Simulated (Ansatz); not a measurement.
# W wire along [111], 4 atoms a period: bands along the axis, part 2 of 2

What gap, if any, does the W wire along [111], 4 atoms a period have, and how many channels would it open?

Ansatz 0.2.0; DFT PBE, plane waves, PAW; relaxation of a wire's period; PAW set soft_1 (the session's first sound run).

So far: The structure; The relaxed wire.

### 2. The relaxed wire (continued)

Relaxation path:

```csv
step,energy less that of the first step (eV),largest force component (eV/Å),pressure (GPa),volume (Å³)
1,0.0000,3.0810,-7.82,265.16
2,-1.3935,1.5932,1.13,259.74
3,-1.5129,0.7455,-0.13,258.84
4,-1.5628,0.1962,0.07,259.20
5,-1.5665,0.0249,0.06,259.50
6*,-1.5659,0.0252,0.06,259.50
```

Relaxation steps marked * repeat the geometry before them on a plane-wave basis chosen anew for their cell, so energy and pressure can jump there.

The run keeps the 2 symmetry operations that it works with, so distortions that break them were not tested.

```csv
cell as run,before,after,change
c (Å),2.745,2.687,-2.1 %
```

The atoms that moved most (Å, along periodic axes as changes of fractional coordinates times the final cell, across vacuum about the mean position):

```csv
atom,dx,dy,dz,length
W3,-0.127,0.191,0.002,0.230
W2,0.127,-0.191,-0.002,0.230
W4,-0.067,-0.046,-0.110,0.137
W1,0.067,0.046,0.110,0.137
```

Final coordinates:

```xyz
4
Lattice="9.0420 0.0000 0.0000 0.0000 10.6820 0.0000 0.0000 0.0000 2.6867" Properties=species:S:1:pos:R:3
W     3.4668    4.7405    0.1102
W     3.5270    7.0910    0.8935
W     5.5145    3.5914    0.8976
W     5.5747    5.9419    1.6810
```

This step gave:

- energy at zero smearing: -41533.7095 eV
- cell length along the wire: 2.687 Å

The cell's length comes to 2.687 Å with spin left out.

### 3. Bands of the perfect wire

This step: DFT PBE, plane waves, PAW; bands of a perfect wire; PAW set soft_1 (Ansatz 0.2.0).

At the relaxed period the bands are computed along the axis; those that cross an energy going forward count the channels that a perfect wire would open there.

Contents of input.yaml:

```yaml
crystal:
  lattice:
    - [9.042, 0.0, 0.0]
    - [0.0, 10.682, 0.0]
    - [0.0, 0.0, 2.6867274401]
  atoms:
    - { symbol: W, position: [0.383411496, 0.443788283, 0.040999399] }
    - { symbol: W, position: [0.390072194, 0.663828083, 0.332573407] }
    - { symbol: W, position: [0.60987566, 0.336213224, 0.334093259] }
    - { symbol: W, position: [0.616536358, 0.556253024, 0.625667267] }
kpoints:
  mp_grid: { grid: [1, 1, 30] }
  band_path: { path: ["Γ", Z], npoints: 90 }
scf:
  occupations: { method: fermi_dirac, width: 0.05 }
hamiltonian:
  xc: pbe
  pseudopotentials: { kind: paw, azcp: { folder: soft_1 } }
output:
  dos: { e_range: [-5, 4] }
  write_potential: true
  write_density: true
  volumetric_format: npy
```

Run with:

```
$ ansatz run input.yaml --threads 4 --pin off --max-ram 16384MiB --backend cpu --events-out ev --progress --plain --runs-dir out
```

Numbers of over 12 decimals in the logs are rounded to 6 here.

Output:

```text
[...]
Crystal: 4 atoms, lattice volume = 259.502 Å³
Basis set: ecut = 420 eV, 5101 PW (Γ)
Bands: 34, of which v1, the nominal top of the filled ones, is band 28 counted from 1 (27 counted from 0)
Symmetry: 2 space group operations
[...]
k-points: 16 of 30
[...]
SCF iter   1: F=—  HF=-41538.710855 eV  |F-HF|=—  |Δ(HF+E_count)|=         —  Δρ=4.51e-2  dr2=2.31e1  ethr=3.10e-3  ⟨swp⟩=8.7  Hψ=2745  notcnv=0
[...]
SCF iter  11: F=-41533.727045 eV  HF=-41533.727045 eV  |F-HF|=1.20e-8  |Δ(HF+E_count)|=   4.49e-8  Δρ=2.52e-6  dr2=4.13e-8  ethr=1.79e-10  ⟨swp⟩=8.4  Hψ=2163  notcnv=0
SCF 1 converged in 11 iterations: F = -41533.727045 eV  dr2 = 4.13e-8
[...]
NSCF: frozen V_eff on 91 k-points
WARN: The output density's exchange-correlation potential varies sharply where the density is thin. Do not read a vacuum level from v_tot or v_xc, or from such a field of the output density. On a cell that repeats whose density bears no net charge and no dipole along the vacuum's axis use v_es (v_loc + v_h of the components); under efield.dipole_correction with no amplitude use v_es + v_field, which holds any externa [...]
SCF converged after 11 iterations
Free energy (F): -41533.727045 eV
[...]
Internal energy: -41533.691887 eV  (E = F + TS)
E sigma→0 (E₀):  -41533.709466 eV
Entropy (-TS):   -0.035158 eV (-8.790 meV/atom)
Fermi energy:    2.461551 eV
[...]
--- Band table (eV; the first three rows and the last of 16) ---
  k-point 0: bands = [... 24 lower, 0.8965, 1.2096, 1.9984, 2.2316, 2.5680, 3.3841, 3.3948, 3.4804, ... 2 higher]
  k-point 1: bands = [... 24 lower, 0.8806, 1.2205, 1.9162, 2.2891, 2.5120, 3.3412, 3.3837, 3.4653, ... 2 higher]
  k-point 2: bands = [... 24 lower, 0.9350, 1.2461, 1.7568, 2.3446, 2.3957, 3.2399, 3.3271, 3.4151, ... 2 higher]
  k-point 15: bands = [... 24 lower, 2.0384, 2.1362, 2.2311, 3.4451, 3.4497, 3.8840, 4.1675, 4.8566, ... 2 higher]
```

Elapsed: 7.6 s, on 4 threads of Intel Xeon Platinum 8488C (Sapphire Rapids), shared host; peak memory 0.75 GiB.

Numbers from this step:

```
band gap : 0 eV
```

The electronic bands at the labelled points (eV, zero at the Fermi level):

```csv
point,band 25,band 26,band 27,band 28,band 29,band 30,band 31,band 32
Γ,-1.56,-1.25,-0.46,-0.23,0.11,0.92,0.93,1.02
halfway,-1.18,-1.02,-0.99,-0.63,-0.30,0.24,0.72,1.09
Z,-0.42,-0.33,-0.23,0.98,0.99,1.42,1.71,2.40
```

Between Γ and Z the bands cross the Fermi level 5 times, so a perfect wire would conduct at least 5 G₀, with spin left out.

### 4. Results

| Item | Value |
| --- | --- |
| cell length, PBE | 2.687 Å |
| ballistic conductance by band crossings, a lower bound, PBE | 5 G₀ |

Under PBE the cell's length is 2.69 Å, and the bands cross the Fermi level 5 times between Γ and Z, which gives a perfect wire at least 5 G₀ (opposite crossings within one step of the path cancel in such a count). No spin was allowed, though thin wires with open d shells can turn magnetic. Spin-orbit coupling is left out, which matters for the bands of heavy atoms.

[Logs are printed without paths, hosts, clocks, repeated set-up lines and the standing remarks that a program may print on its own settings, such as how far it seeks lower states.]

[Hosts, paths, dates, database ids (printed as entryN), source tags and the programs' standing remarks are cut or masked in the printed files.]
